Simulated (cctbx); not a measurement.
**Symmetry from intensities**

Cell: a = 8.5920 Å, b = 8.5920 Å, c = 4.1630 Å, α = 90.00°, β = 90.00°, γ = 120.00°. Expected content of the cell: In9 Rh2 Na1.

Simulated single-crystal data (cctbx): Mo Kα, λ = 0.71073 Å, to d = 0.6 Å, 50 % of the full sphere, strongest reflection 5000 counts, noise from counting, a 4 % proportional error and a noise floor of 4 counts (s.d.); no absorption.

A first pass over the reflections prints:

```text
2569 reflections to d = 0.602 A
centring   violations  <I/sigma> of those
    A        770 of  1286      6.5
    B        790 of  1280      6.6
    C        708 of  1310      5.7
    I        784 of  1289      6.5
    R        970 of  1706      6.2
    F       1134 of  1938      6.3
Laue class    unique    Rint  (classes that these axes allow; Friedel mates merged)
P -1             1900   0.052
P 1 1 2/m        1270   0.057
P -3              843   0.061
P -3 1 m          469   0.066
P -3 m 1          496   0.066
P 6/m             475   0.066
P 6/m m m         295   0.069
space group    extra absences  I>4sigma  <I/sigma>
P 6 2 2                 0          0         -  acentric
P 6 m m                 0          0         -  acentric
P -6 m 2                0          0         -  acentric
P -6 2 m                0          0         -  acentric
P 6/m m m               0          0         -  centric
Wilson B = 0.79 A^2   <|E^2-1|> = 0.721 (0.968 centric, 0.736 acentric)   E^2>4: 1.8 %
shell (A)         n   <I/sigma>
 7.44 - 1.20     48     25.4
 1.20 - 0.95     38     19.6
 0.95 - 0.83     38     20.8
 0.83 - 0.76     37     15.6
 0.76 - 0.70     31     18.0
 0.70 - 0.66     36     13.8
 0.66 - 0.63     33     12.2
 0.63 - 0.60     34     11.6
```

Q: Read the symmetry from these tables.

Every centring test has many violations, so the lattice is primitive.

Rint stays low (0.052 to 0.069) up to P 6/m m m, the highest class in these axes.

5 settings pass the absence test. No glide or screw absences show, which leaves P 6 2 2, P 6 m m, P -6 m 2, P -6 2 m and P 6/m m m.

⟨|E²−1|⟩ = 0.721 leans to a non-centrosymmetric structure. Here that hint misleads: the statistic assumes many like atoms on general positions, and few, heavy or special-position atoms break it. The Wilson B of 0.79 Å² means U ≈ 0.0100 Å².

The true group is P6/mmm (no. 191), Laue class 6/mmm, centrosymmetric. The tables only narrow the choice to the tied entries; cell content, site symmetry and trial solutions must settle it.

This is a model crystal, built by substitution and not relaxed, with assumed displacement parameters.

[Logs are printed without paths, hosts, clocks, repeated set-up lines and the standing remarks that a program may print on its own settings, such as how far it seeks lower states.]
